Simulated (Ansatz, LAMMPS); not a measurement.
# Gap against volume in glassy NaFeSi2O6 (120 atoms)

Density of this cell: 2.79 g/cm³. The cell holds 120 atoms: 12 Fe, 12 Na, 72 O and 24 Si. Its edges and angles: a = 11.797 Å, b = 12.103 Å, c = 11.568 Å, α = 89.3°, β = 92.1°, γ = 87.9°. The starting structure: 120 atoms (12 Fe, 12 Na, 72 O, 24 Si) placed at random at 2.76 g/cm³, melted at 4500 K for 20 ps at fixed volume with the Morse and Coulomb pair potential with partial charges (Pedone, Malavasi, Menziani, Cormack and Segre, J. Phys. Chem. B 110, 11780 (2006)). Quenched from 4500 K to 300 K at 10 K/ps and fixed volume, held 5 ps.

Calculated with Ansatz 0.2.0: Kohn-Sham DFT, PBE, PAW (set soft_2), plane waves; cutoff 420 eV, Γ point, fermi-dirac smearing of 0.05 eV, spin polarised, started with 6 moments up and 6 down in a pattern of our own, ending at 0.0 μB in the cell. The relaxed cell was scaled evenly and the atoms were relaxed at each volume. The gap is that between the highest filled and the lowest empty Kohn-Sham level on the run's k-points.

| volume (Å³/atom) | gap (eV) |
| --- | --- |
| 12.370 | 0.4514 |
| 12.920 | 0.4531 |
| 13.332 | ? |
| 13.745 | 0.5745 |
| 14.157 | 0.6202 |
| 14.569 | 0.6057 |

Task: Fit a straight line in ln V to the rows given and interpolate to the withheld row.

Worked fit:

A volume deformation potential makes the spacing linear in u = ln(V/V0), with V0 = 13.745 Å³ the relaxed volume; v is the spacing.

| u = ln(V/V0) | v (eV) |
| --- | --- |
| -0.105361 | 0.4514 |
| -0.0618758 | 0.4531 |
| 0 | 0.5745 |
| 0.0295587 | 0.6202 |
| 0.0582690 | 0.6057 |

With n = 5: mean u = -0.0158818, mean v = 0.54098, Σ(u − ū)² = 0.017937, Σ(u − ū)(v − v̄) = 0.020989. Slope b = 0.020989 / 0.017937 = 1.1701; intercept a = v̄ − b ū = 0.55956.

At the withheld volume u = -0.03046, and v = a + b u.

Prediction at 13.332: 0.5239 eV. The run gave 0.5187 eV, so the fit is high by 0.0052 eV (1.0 % of the value).

The rows don't follow a line (correlation 0.95 in size over all rows), so the slope of +1.17 eV is no deformation potential. Among the rows given, the largest miss of the fit is at 12.920, by 0.034 eV (20 % of the range of the table).

Limits: The table spans 16 % in volume, wide for a linear law. Semilocal functionals tend to put gaps under measured ones. Only the Γ point is sampled. Atoms move by up to 0.9 Å in these relaxations, so the structure changes along the series. Defect or tail levels can set the spacing of a disordered cell. Without a Hubbard term or exact exchange, open shells on Fe are likely too delocalised.

[Hosts, paths, dates, database ids (printed as entryN), source tags and the programs' standing remarks are cut or masked in the printed files.]
